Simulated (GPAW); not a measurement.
# Optical response of Si2W, part 2 of 2

Aim: the dielectric function of Si2W, and the optical constants that follow from it.

GPAW 26.7.0; DFT, LDA, plane-wave PAW (GPAW data sets), scalar-relativistic, RPA, optical limit.

So far. Step 2 (Ground state): There are states at the Fermi level within the smearing, so the occupations stay smeared and the carriers get a Drude term.

## Step 4: Dielectric function, RPA (continued)

Values under 1 per cm are given as 1; sum at mesh points, not converged in k. Absorption coefficient against photon energy:

```
photon energy (eV)  E ∥ x (1/cm)  E ∥ z (1/cm)
               0.5         29801         1.8e5
               1.0         30897         33146
               1.5         86417         92239
               2.0         1.4e5         2.5e5
               2.5         3.3e5         6.7e5
               3.0         4.8e5         1.1e6
               3.5         6.0e5         1.1e6
               4.0         1.1e6         1.2e6
               4.5         1.3e6         1.3e6
               5.0         1.7e6         1.6e6
               5.5         2.0e6         1.7e6
               6.0         2.2e6         2.0e6
               6.5         2.5e6         2.2e6
               7.0         2.6e6         2.6e6
               7.5         2.5e6         2.7e6
               8.0         2.4e6         2.6e6
               8.5         2.4e6         2.6e6
               9.0         2.3e6         2.5e6
               9.5         2.3e6         2.4e6
              10.0         2.4e6         2.4e6
              10.5         2.2e6         2.3e6
              11.0         2.2e6         2.3e6
              11.5         2.1e6         2.2e6
              12.0         2.1e6         2.1e6
              12.5         2.0e6         2.1e6
              13.0         2.0e6         2.0e6
              13.5         2.0e6         2.0e6
```

The loss function −Im 1/ε at q → 0 has structure finer than the step of the table below, so its rows give means over 0.5 eV, whole bins alone (the curve runs from 0.305 to 14.0 eV). Peaks (eV: height): E ∥ x 0.34: 0.130, 13.60: 0.189; E ∥ z 0.59: 0.184, 13.34: 0.134.

Sum at mesh points, not converged in k. Table of loss function −Im 1/ε at q → 0 by energy loss; means over each step:

```csv
energy loss (eV),E ∥ x,E ∥ z
1.0,0.00827,0.0106
1.5,0.0115,0.00826
2.0,0.0120,0.0122
2.5,0.0193,0.0190
3.0,0.0258,0.0288
3.5,0.0247,0.0442
4.0,0.0298,0.0500
4.5,0.0360,0.0481
5.0,0.0363,0.0505
5.5,0.0431,0.0565
6.0,0.0466,0.0569
6.5,0.0459,0.0549
7.0,0.0479,0.0493
7.5,0.0530,0.0481
8.0,0.0612,0.0540
8.5,0.0698,0.0553
9.0,0.0792,0.0614
9.5,0.0903,0.0635
10.0,0.0846,0.0660
10.5,0.0931,0.0692
11.0,0.106,0.0783
11.5,0.119,0.0820
12.0,0.134,0.0945
12.5,0.144,0.108
13.0,0.165,0.118
13.5,0.184,0.131
```

Sum at mesh points, not converged in k. Table of Im ε, E ∥ x by photon energy; read off at these points:

| photon energy (eV) | without local fields | with local fields |
| --- | --- | --- |
| 0.500 | 4.11 | 4.06 |
| 0.750 | 2.82 | 2.77 |
| 1.000 | 2.68 | 2.66 |
| 1.250 | 4.39 | 4.31 |
| 1.500 | 5.23 | 5.16 |
| 1.750 | 5.08 | 4.96 |
| 2.000 | 6.98 | 6.63 |
| 2.250 | 10.8 | 10.0 |
| 2.500 | 13.7 | 12.6 |
| 2.750 | 16.1 | 14.8 |
| 3.000 | 15.5 | 14.4 |
| 3.250 | 15.7 | 14.8 |
| 3.500 | 17.3 | 16.4 |
| 3.750 | 22.5 | 21.7 |
| 4.000 | 25.5 | 25.0 |
| 4.250 | 24.2 | 24.0 |
| 4.500 | 23.6 | 23.6 |
| 4.750 | 25.4 | 25.3 |
| 5.000 | 27.1 | 27.2 |
| 5.077 | 27.2 | 27.4 |
| 5.250 | 25.5 | 25.7 |
| 5.500 | 22.3 | 22.5 |
| 5.750 | 21.2 | 21.3 |
| 6.000 | 20.1 | 20.1 |
| 6.250 | 18.4 | 18.6 |
| 6.500 | 17.5 | 17.7 |
| 6.750 | 14.1 | 14.4 |
| 7.000 | 12.2 | 12.4 |
| 7.250 | 9.55 | 9.76 |
| 7.500 | 8.18 | 8.35 |
| 7.750 | 6.73 | 6.87 |
| 8.000 | 6.00 | 6.14 |
| 8.250 | 5.19 | 5.30 |
| 8.500 | 4.73 | 4.78 |
| 8.750 | 4.37 | 4.38 |
| 9.000 | 3.63 | 3.63 |
| 9.250 | 3.74 | 3.71 |
| 9.500 | 3.37 | 3.34 |
| 9.750 | 3.39 | 3.35 |
| 10.000 | 2.77 | 2.75 |
| 10.250 | 2.20 | 2.17 |
| 10.500 | 1.96 | 1.94 |
| 10.750 | 1.93 | 1.91 |
| 11.000 | 1.74 | 1.71 |
| 11.250 | 1.57 | 1.55 |
| 11.500 | 1.44 | 1.42 |
| 11.750 | 1.40 | 1.37 |
| 12.000 | 1.39 | 1.37 |
| 12.250 | 1.15 | 1.12 |
| 12.500 | 1.08 | 1.06 |
| 12.750 | 1.02 | 1.01 |
| 13.000 | 0.991 | 0.966 |
| 13.250 | 0.904 | 0.881 |
| 13.500 | 0.895 | 0.874 |
| 13.750 | 0.830 | 0.822 |

Sum at mesh points, not converged in k. Reflectivity at normal incidence against photon energy; read off at these points:

| photon energy (eV) | E ∥ x (%) | E ∥ z (%) |
| --- | --- | --- |
| 0.50 | 31.5 | 72.5 |
| 1.00 | 39.5 | 39.5 |
| 1.50 | 41.4 | 47.4 |
| 2.00 | 43.8 | 51.6 |
| 2.50 | 46.1 | 56.1 |
| 3.00 | 45.4 | 58.7 |
| 3.50 | 47.6 | 52.5 |
| 4.00 | 52.5 | 50.8 |
| 4.50 | 51.8 | 50.0 |
| 5.00 | 56.2 | 53.5 |
| 5.50 | 57.4 | 51.7 |
| 6.00 | 59.6 | 55.4 |
| 6.50 | 62.9 | 56.5 |
| 7.00 | 66.6 | 62.7 |
| 7.50 | 68.7 | 68.8 |
| 8.00 | 68.3 | 69.3 |
| 8.50 | 68.3 | 72.6 |
| 8.89 | 69.5 | 73.1 |
| 9.00 | 68.9 | 72.8 |
| 9.50 | 67.2 | 74.2 |
| 10.00 | 70.2 | 75.4 |
| 10.31 | 72.7 | 78.1 |
| 10.38 | 72.4 | 78.5 |
| 10.50 | 71.3 | 78.1 |
| 11.00 | 70.4 | 76.7 |
| 11.50 | 70.1 | 78.2 |
| 12.00 | 68.3 | 77.2 |
| 12.50 | 69.9 | 76.8 |
| 13.00 | 68.6 | 77.3 |
| 13.50 | 67.7 | 76.8 |

At chosen wavelengths:

| wavelength (nm) | n x | k x | R (%) x | 1/α x | n z | k z | R (%) z | 1/α z |
| --- | --- | --- | --- | --- | --- | --- | --- | --- |
| 1064 | 4.49 | 0.409 | 40.7 | 207 nm | 4.78 | 0.404 | 43.0 | 209 nm |
| 800 | 4.54 | 0.588 | 41.5 | 108 nm | 5.39 | 0.693 | 47.8 | 92 nm |
| 633 | 4.79 | 0.658 | 43.5 | 77 nm | 5.74 | 1.245 | 51.1 | 40 nm |
| 450 | 4.83 | 1.546 | 46.9 | 23 nm | 5.36 | 3.247 | 58.0 | 11 nm |
| 365 | 4.70 | 1.644 | 46.6 | 18 nm | 3.58 | 3.221 | 54.3 | 9.0 nm |
| 308 | 4.63 | 2.707 | 52.6 | 9.1 nm | 3.41 | 2.864 | 50.7 | 8.6 nm |
| 193 | 2.45 | 3.717 | 61.9 | 4.1 nm | 2.58 | 3.267 | 56.1 | 4.7 nm |

In reflection the computed colour is light grey: x = 0.306, y = 0.325, luminous reflectivity 50 %.

## Step 5: Results

At this level (LDA, RPA) Si2W is a metal. The mesh is too coarse to trust the carriers' weight, the reflectivity or the colour to better than tens of per cent. In reflection the computed colour is light grey: x = 0.306, y = 0.325, luminous reflectivity 50 %. The carriers' damping of 0.05 eV is typed, not computed; it shapes the response at the lowest energies. Spin-orbit coupling is left out although heavy atoms are present. In this version of GPAW the matrix elements of the optical limit are incomplete, which can lower ε − 1 by up to a tenth where first-row anions or d states rule, and shift it by more in d metals. GPAW's carrier term has the form −ωp²/(ω + i·rate)², which damps like twice the rate and fails at low energy, so the curves leave the lowest energies out. The sum runs over mesh points 0.21 Å⁻¹ apart with no interpolation, so peaks are partly noise of the mesh, and the Drude plasma energy, a sum over the Fermi surface, isn't converged.

[Machine, clock and banner lines and Python warnings are left out of the logs.]

[Logs are printed without paths, hosts, clocks, repeated set-up lines and the standing remarks that a program may print on its own settings, such as how far it seeks lower states.]

[Hosts, paths, dates, database ids (printed as entryN), source tags and the programs' standing remarks are cut or masked in the printed files.]
